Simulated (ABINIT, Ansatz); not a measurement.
## Tl (Thallium): from the cell to the phonon bands

How does Tl (Thallium) vibrate, and is this structure a minimum?

Program: ABINIT 10.8.3. Level of theory: DFT LDA, scalar-relativistic, plane waves, PseudoDojo norm-conserving pseudopotentials. Results are calculated unless marked as measured.

### 1. Starting point

The structure is hexagonal, space group P6_3/mmc (No. 194). Conventional cell: a = 3.456 Å, b = 3.456 Å, c = 5.525 Å, α = 90.00°, β = 90.00°, γ = 120.00°. Tl has 12 Tl at 3.41 to 3.46 Å nearest.

### 2. A probe with smearing

A first run with smearing and empty bands tells whether the crystal has a gap, which decides between fixed occupations and smearing later on.

Input file probe.abi:

```
# ground state
tolvrs 1.0d-08
prtden 1
prtwf 1

# basis, mesh and filling
ecut 27.0
ngkpt 6 6 4
nshiftk 1
shiftk 0.0 0.0 0.0
istwfk *1
occopt 7
tsmear 0.005
nband 20
nstep 100
diemac 9.0
prtebands 0
prtgsr 0

# cell and atoms
acell 6.530893487 6.530893487 10.44073684
rprim 
    1.0 0.0 0.0
    -0.5 0.8660254038 0.0
    0.0 0.0 1.0
ntypat 1
znucl 81
natom 2
typat 1 1
xred 
    1/3 2/3 0.25
    2/3 1/3 0.75
pp_dirpath "./pseudo"
pseudos "Tl.upf"
```

On the command line:

```console
> OMP_NUM_THREADS=1 mpirun -n 16 abinit probe.abi > probe.log
```

Numbers of over 12 decimals in the logs are rounded to 6 here.

probe.abo, the main output file:

```text
[banners, grids, parts of the stress and lines that vanish by symmetry left out]
- input  file    -> probe.abi
- output file    -> probe.abo
- root for input  files -> probei
[...]
Symmetries : space group P6_3/m m c (#194); Bravais hP (primitive hexag.)
[...]
mpw =        2616          nfft =       51200          nkpt =          21
[...]
== DATASET  1 ==================================================================
[...]
-    --> not optimal distribution: autoparal keyword recommended in input file <--
[...]
cutoff_energies: {ecut:  27.0, pawecutdg:  -1.0, }
[...]
ETOT  1  -121.24527740122    -1.212E+02 2.083E-01 2.811E+00
 ETOT  2  -121.34895159171    -1.037E-01 5.482E-03 4.514E-01
 ETOT  3  -121.34891662620     3.497E-05 4.807E-03 4.504E-01
 ETOT  4  -121.34906466950    -1.480E-04 2.005E-03 4.602E-03
 ETOT  5  -121.34906589985    -1.230E-06 4.524E-04 6.134E-05
 ETOT  6  -121.34906591655    -1.670E-08 2.126E-04 1.918E-07
 ETOT  7  -121.34906591659    -4.469E-11 1.316E-04 4.469E-10
 At SCF step    7       vres2   =  4.47E-10 < tolvrs=  1.00E-08 =>converged.
[...]
sigma(1 1)=  9.83542682E-05  sigma(3 2)=  0.00000000E+00
  sigma(2 2)=  9.83542677E-05  sigma(3 1)=  0.00000000E+00
  sigma(3 3)=  2.24884744E-05  sigma(2 1)=  0.00000000E+00
[...]
convergence: {deltae: -4.469E-11, res2:  4.469E-10, residm:  1.316E-04, diffor: null, }
etotal    :  -1.21349066E+02
[...]
sigma(1 1)=  9.83542682E-05  sigma(3 2)=  0.00000000E+00
  sigma(2 2)=  9.83542677E-05  sigma(3 1)=  0.00000000E+00
  sigma(3 3)=  2.24884744E-05  sigma(2 1)=  0.00000000E+00
[...]
- sigma(1 1)=  2.89368247E+00  sigma(3 2)=  0.00000000E+00
- sigma(2 2)=  2.89368246E+00  sigma(3 1)=  0.00000000E+00
- sigma(3 3)=  6.61633761E-01  sigma(2 1)=  0.00000000E+00
[...]
fcart     -2.0614677215E-29 -5.9509447195E-29 -2.0148281801E-31
           strten      9.8354268176E-05  9.8354267706E-05  2.2488474448E-05
================================================================================

[key lines of the parts left out:]
pressure_GPa:  -2.1497E+00
```

Run time: 3.3 s. Hardware: 16 MPI ranks of Arm Neoverse V2, shared host; 51 s of CPU time.

This step gave:

| Item | Value |
| --- | --- |
| volume per atom | 28.57 Å³ |
| pressure | -2.150 GPa |
| gap on the k-mesh | 0 eV |

No gap opens on this mesh, so smearing is kept; the printed pressure holds the stress of the finite basis too.

### 3. Relaxation

The harmonic expansion needs vanishing forces, and a free crystal bears no stress, so cell and atoms are brought to rest. Stress is more sensitive to the basis than forces are: the last 3 Ha under the cutoff are smoothed with ecutsm, and the cutoff is raised above that of the later runs.

Input file relax.abi:

```
# relaxation
ionmov 2
optcell 2
dilatmx 1.08
ntime 40
tolmxf 1.0d-05
tolvrs 1.0d-14
prtwf 0
prtden 0
chksymtnons 0

# basis, mesh and filling
ecut 34.0
ecutsm 3.0
ngkpt 9 9 6
nshiftk 1
shiftk 0.0 0.0 0.0
istwfk *1
occopt 7
tsmear 0.01
nband 20
nstep 100
diemac 1000000.0
prtebands 0
prtgsr 0

# cell and atoms
acell 6.530893487 6.530893487 10.44073684
rprim 
    1.0 0.0 0.0
    -0.5 0.8660254038 0.0
    0.0 0.0 1.0
ntypat 1
znucl 81
natom 2
typat 1 1
xred 
    1/3 2/3 0.25
    2/3 1/3 0.75
pp_dirpath "./pseudo"
pseudos "Tl.upf"
```

On the command line:

```console
> OMP_NUM_THREADS=1 mpirun -n 16 abinit relax.abi > relax.log
```

relax.abo, the main output file:

```text
[banners, grids, parts of the stress and lines that vanish by symmetry left out]
- input  file    -> relax.abi
- output file    -> relax.abo
- root for input  files -> relaxi
[...]
Symmetries : space group P6_3/m m c (#194); Bravais hP (primitive hexag.)
[...]
mpw =        4625          nfft =       96000          nkpt =          48
[...]
== DATASET  1 ==================================================================
[...]
cutoff_energies: {ecut:  34.0, pawecutdg:  -1.0, }
[...]
ETOT  1  -121.23964849210    -1.212E+02 1.661E-01 3.359E+00
 ETOT  2  -121.35086115263    -1.112E-01 7.155E-03 2.743E+00
 ETOT  3  -121.35069575617     1.654E-04 2.185E-03 3.151E+00
 ETOT  4  -121.35126533145    -5.696E-04 5.821E-04 3.786E-02
 ETOT  5  -121.35127202408    -6.693E-06 1.241E-04 2.662E-03
[...]
At SCF step   11       vres2   =  2.24E-16 < tolvrs=  1.00E-14 =>converged.
[...]
sigma(1 1)=  5.91753539E-05  sigma(3 2)=  0.00000000E+00
  sigma(2 2)=  5.91753535E-05  sigma(3 1)=  0.00000000E+00
  sigma(3 3)=  6.80263150E-05  sigma(2 1)=  0.00000000E+00
[...]
convergence: {deltae:  8.384E-13, res2:  2.240E-16, residm:  1.334E-05, diffor: null, }
etotal    :  -1.21351272E+02
[...]
ETOT  1  -121.35117035284    -1.214E+02 2.294E+01 1.910E+00
[...]
At SCF step    9       vres2   =  9.60E-15 < tolvrs=  1.00E-14 =>converged.
[...]
sigma(1 1)=  5.30798317E-05  sigma(3 2)=  0.00000000E+00
  sigma(2 2)=  5.30798313E-05  sigma(3 1)=  0.00000000E+00
  sigma(3 3)=  6.08427055E-05  sigma(2 1)=  0.00000000E+00
[...]
convergence: {deltae:  1.066E-12, res2:  9.600E-15, residm:  5.791E-01, diffor: null, }
etotal    :  -1.21351400E+02
[...]
ETOT  1  -121.33797975640    -1.213E+02 1.093E+01 1.203E+02
[...]
At SCF step   10       vres2   =  2.62E-15 < tolvrs=  1.00E-14 =>converged.
[...]
sigma(1 1)= -5.35715249E-06  sigma(3 2)=  0.00000000E+00
  sigma(2 2)= -5.35715300E-06  sigma(3 1)=  0.00000000E+00
  sigma(3 3)= -7.78074269E-06  sigma(2 1)=  0.00000000E+00
[...]
convergence: {deltae:  5.258E-13, res2:  2.623E-15, residm:  5.496E-03, diffor: null, }
etotal    :  -1.21351856E+02
[...]
ETOT  1  -121.35172267265    -1.214E+02 2.269E-05 1.170E+00
[...]
At SCF step    9       vres2   =  2.79E-15 < tolvrs=  1.00E-14 =>converged.
[...]
sigma(1 1)=  9.69410662E-07  sigma(3 2)=  0.00000000E+00
  sigma(2 2)=  9.69410149E-07  sigma(3 1)=  0.00000000E+00
  sigma(3 3)= -2.97164758E-07  sigma(2 1)=  0.00000000E+00
[...]
convergence: {deltae: -2.757E-12, res2:  2.789E-15, residm:  1.035E-05, diffor: null, }
etotal    :  -1.21351861E+02
[...]
ETOT  1  -121.35186040402    -1.214E+02 3.376E-05 6.570E-03
[...]
sigma(1 1)=  4.81503379E-07  sigma(3 2)=  0.00000000E+00
  sigma(2 2)=  4.81502866E-07  sigma(3 1)=  0.00000000E+00
[...]
convergence: {deltae: -3.013E-12, res2:  6.636E-16, residm:  7.312E-06, diffor: null, }
etotal    :  -1.21351861E+02
[...]
ETOT  1  -121.35186115544    -1.214E+02 6.561E-06 3.428E-04
[...]
convergence: {deltae:  1.847E-12, res2:  2.874E-16, residm:  3.876E-06, diffor: null, }
etotal    :  -1.21351861E+02
[...]
ETOT  1  -121.35186073077    -1.214E+02 3.423E-06 4.503E-03
[...]
convergence: {deltae:  9.237E-13, res2:  6.498E-15, residm:  1.764E-06, diffor: null, }
etotal    :  -1.21351861E+02
[...]
ETOT  1  -121.35186111750    -1.214E+02 5.191E-04 1.566E-03
[...]
At SCF step    8       vres2   =  1.45E-15 < tolvrs=  1.00E-14 =>converged.
[...]
sigma(2 2)= -1.91604092E-07  sigma(3 1)=  0.00000000E+00
  sigma(3 3)= -4.45863429E-07  sigma(2 1)=  0.00000000E+00
[...]
convergence: {deltae: -1.009E-12, res2:  1.453E-15, residm:  7.205E-07, diffor: null, }
etotal    :  -1.21351861E+02
[...]
ETOT  1  -121.35186116111    -1.214E+02 6.134E-07 1.279E-03
[...]
ETOT  7  -121.35186130870     2.856E-12 5.227E-07 2.206E-13
 ETOT  8  -121.35186130870    -1.819E-12 2.812E-07 7.297E-16
 At SCF step    8       vres2   =  7.30E-16 < tolvrs=  1.00E-14 =>converged.
[...]
sigma(1 1)= -8.86099346E-08  sigma(3 2)=  0.00000000E+00
  sigma(2 2)= -8.86104479E-08  sigma(3 1)=  0.00000000E+00
  sigma(3 3)= -8.47636398E-08  sigma(2 1)=  0.00000000E+00
[...]
convergence: {deltae: -1.819E-12, res2:  7.297E-16, residm:  2.812E-07, diffor: null, }
etotal    :  -1.21351861E+02
[...]
At Broyd/MD step   9, gradients are converged :
[...]
sigma(1 1)= -8.86099346E-08  sigma(3 2)=  0.00000000E+00
  sigma(2 2)= -8.86104479E-08  sigma(3 1)=  0.00000000E+00
  sigma(3 3)= -8.47636398E-08  sigma(2 1)=  0.00000000E+00
[...]
- sigma(1 1)= -2.60699428E-03  sigma(3 2)=  0.00000000E+00
- sigma(2 2)= -2.60700938E-03  sigma(3 1)=  0.00000000E+00
- sigma(3 3)= -2.49383238E-03  sigma(2 1)=  0.00000000E+00
[...]
fcart      6.2808220584E-29 -1.2087447687E-29  1.0244899289E-31
           strten     -8.8609934648E-08 -8.8610447859E-08 -8.4763639795E-08
================================================================================

[key lines of the parts left out:]
pressure_GPa:   2.5693E-03
Total energy (etotal) [Ha]= -1.21351861308705E+02
```

It took 65 s on 16 MPI ranks.

Step by step:

```
step  energy less that of the first step (eV)  largest force (eV/Å)  volume (Å³)
   1                                   0.0000                0.0000        57.15
   2                                  -0.0035                0.0000        56.83
   3                                  -0.0159                0.0000        54.27
   4                                  -0.0160                0.0000        54.51
   5                                  -0.0160                0.0000        54.49
   6                                  -0.0160                0.0000        54.49
   7                                  -0.0160                0.0000        54.48
   8                                  -0.0160                0.0000        54.48
   9                                  -0.0160                0.0000        54.48
```

| conventional cell, symmetrised | before | after | change |
| --- | --- | --- | --- |
| a (Å) | 3.456 | 3.403 | -1.5 % |
| b (Å) | 3.456 | 3.403 | -1.5 % |
| c (Å) | 5.525 | 5.433 | -1.7 % |
| volume (Å³/atom) | 28.57 | 27.24 | -4.7 % |

The relaxed structure:

```xyz
2
Lattice="3.4029 0.0000 0.0000 -1.7015 2.9470 0.0000 0.0000 0.0000 5.4329" Properties=species:S:1:pos:R:3 pbc="T T T"
Tl    0.0000    1.9647    1.3582
Tl    1.7015    0.9823    4.0747
```

This step gave:

| Property | Result |
| --- | --- |
| volume per atom | 27.24 Å³ |
| pressure | 0.002569 GPa |

The volume changes by -4.7 % in this run and stands -4.7 % from the first cell.

### 4. Ground state

The response is built on these wavefunctions, so the potential is converged far more tightly than an energy would need. Smearing stays on, as the first look found no gap above 0.3 eV.

Input file gs.abi:

```
# ground state
tolvrs 1.0d-16
prtden 1
prtwf 1

# basis, mesh and filling
ecut 27.0
ngkpt 9 9 6
nshiftk 1
shiftk 0.0 0.0 0.0
istwfk *1
occopt 7
tsmear 0.01
nband 20
nstep 100
diemac 1000000.0
prtebands 0
prtgsr 0

# cell and atoms
acell 6.430635667 6.430635667 10.2667143
rprim 
    1.0 0.0 0.0
    -0.5 0.8660254038 0.0
    0.0 0.0 1.0
ntypat 1
znucl 81
natom 2
typat 1 1
xred 
    1/3 2/3 0.25
    2/3 1/3 0.75
pp_dirpath "./pseudo"
pseudos "Tl.upf"
```

On the command line:

```console
> OMP_NUM_THREADS=1 mpirun -n 16 abinit gs.abi > gs.log
```

gs.abo, the main output file:

```text
[banners, grids, parts of the stress and lines that vanish by symmetry left out]
- input  file    -> gs.abi
- output file    -> gs.abo
- root for input  files -> gsi
[...]
Symmetries : space group P6_3/m m c (#194); Bravais hP (primitive hexag.)
[...]
mpw =        2484          nfft =       51200          nkpt =          48
[...]
== DATASET  1 ==================================================================
[...]
cutoff_energies: {ecut:  27.0, pawecutdg:  -1.0, }
[...]
ETOT  1  -121.26469330879    -1.213E+02 1.585E-01 4.286E+00
 ETOT  2  -121.35158265898    -8.689E-02 1.239E-02 1.704E-01
 ETOT  3  -121.35160723574    -2.458E-05 4.947E-03 1.604E-02
 ETOT  4  -121.35160968729    -2.452E-06 1.409E-03 1.125E-02
 ETOT  5  -121.35161304545    -3.358E-06 6.885E-04 3.314E-05
[...]
ETOT 10  -121.35161305351     1.421E-13 3.846E-05 1.301E-15
 ETOT 11  -121.35161305351     1.222E-12 9.505E-06 2.514E-17
 At SCF step   11       vres2   =  2.51E-17 < tolvrs=  1.00E-16 =>converged.
[...]
sigma(1 1)=  7.49705299E-06  sigma(3 2)=  0.00000000E+00
  sigma(2 2)=  7.49705248E-06  sigma(3 1)=  0.00000000E+00
  sigma(3 3)=  7.45340896E-06  sigma(2 1)=  0.00000000E+00
[...]
convergence: {deltae:  1.222E-12, res2:  2.514E-17, residm:  9.505E-06, diffor: null, }
etotal    :  -1.21351613E+02
[...]
sigma(1 1)=  7.49705299E-06  sigma(3 2)=  0.00000000E+00
  sigma(2 2)=  7.49705248E-06  sigma(3 1)=  0.00000000E+00
  sigma(3 3)=  7.45340896E-06  sigma(2 1)=  0.00000000E+00
[...]
- sigma(1 1)=  2.20570914E-01  sigma(3 2)=  0.00000000E+00
- sigma(2 2)=  2.20570899E-01  sigma(3 1)=  0.00000000E+00
- sigma(3 3)=  2.19286862E-01  sigma(2 1)=  0.00000000E+00
[...]
fcart      1.0468036764E-28 -3.6262343061E-29 -0.0000000000E+00
           strten      7.4970529937E-06  7.4970524802E-06  7.4534089590E-06
================================================================================

[key lines of the parts left out:]
pressure_GPa:  -2.2014E-01
```

Wall time 5 s (16 MPI ranks); 77 s of CPU time.

Numbers from this step:

| Quantity | Value |
| --- | --- |
| pressure | -0.2201 GPa |

The cell stands at -0.22 GPa: the relaxation ran with a smoothed and higher cutoff, and the difference is a stress of the finite basis.

(Continued in part 2 of 4.)

[Host names and launcher messages were left out of these logs when they were recorded.]

[Logs are printed without paths, hosts, clocks, repeated set-up lines and the standing remarks that a program may print on its own settings, such as how far it seeks lower states.]

[Hosts, paths, dates, database ids (printed as entryN), source tags and the programs' standing remarks are cut or masked in the printed files.]
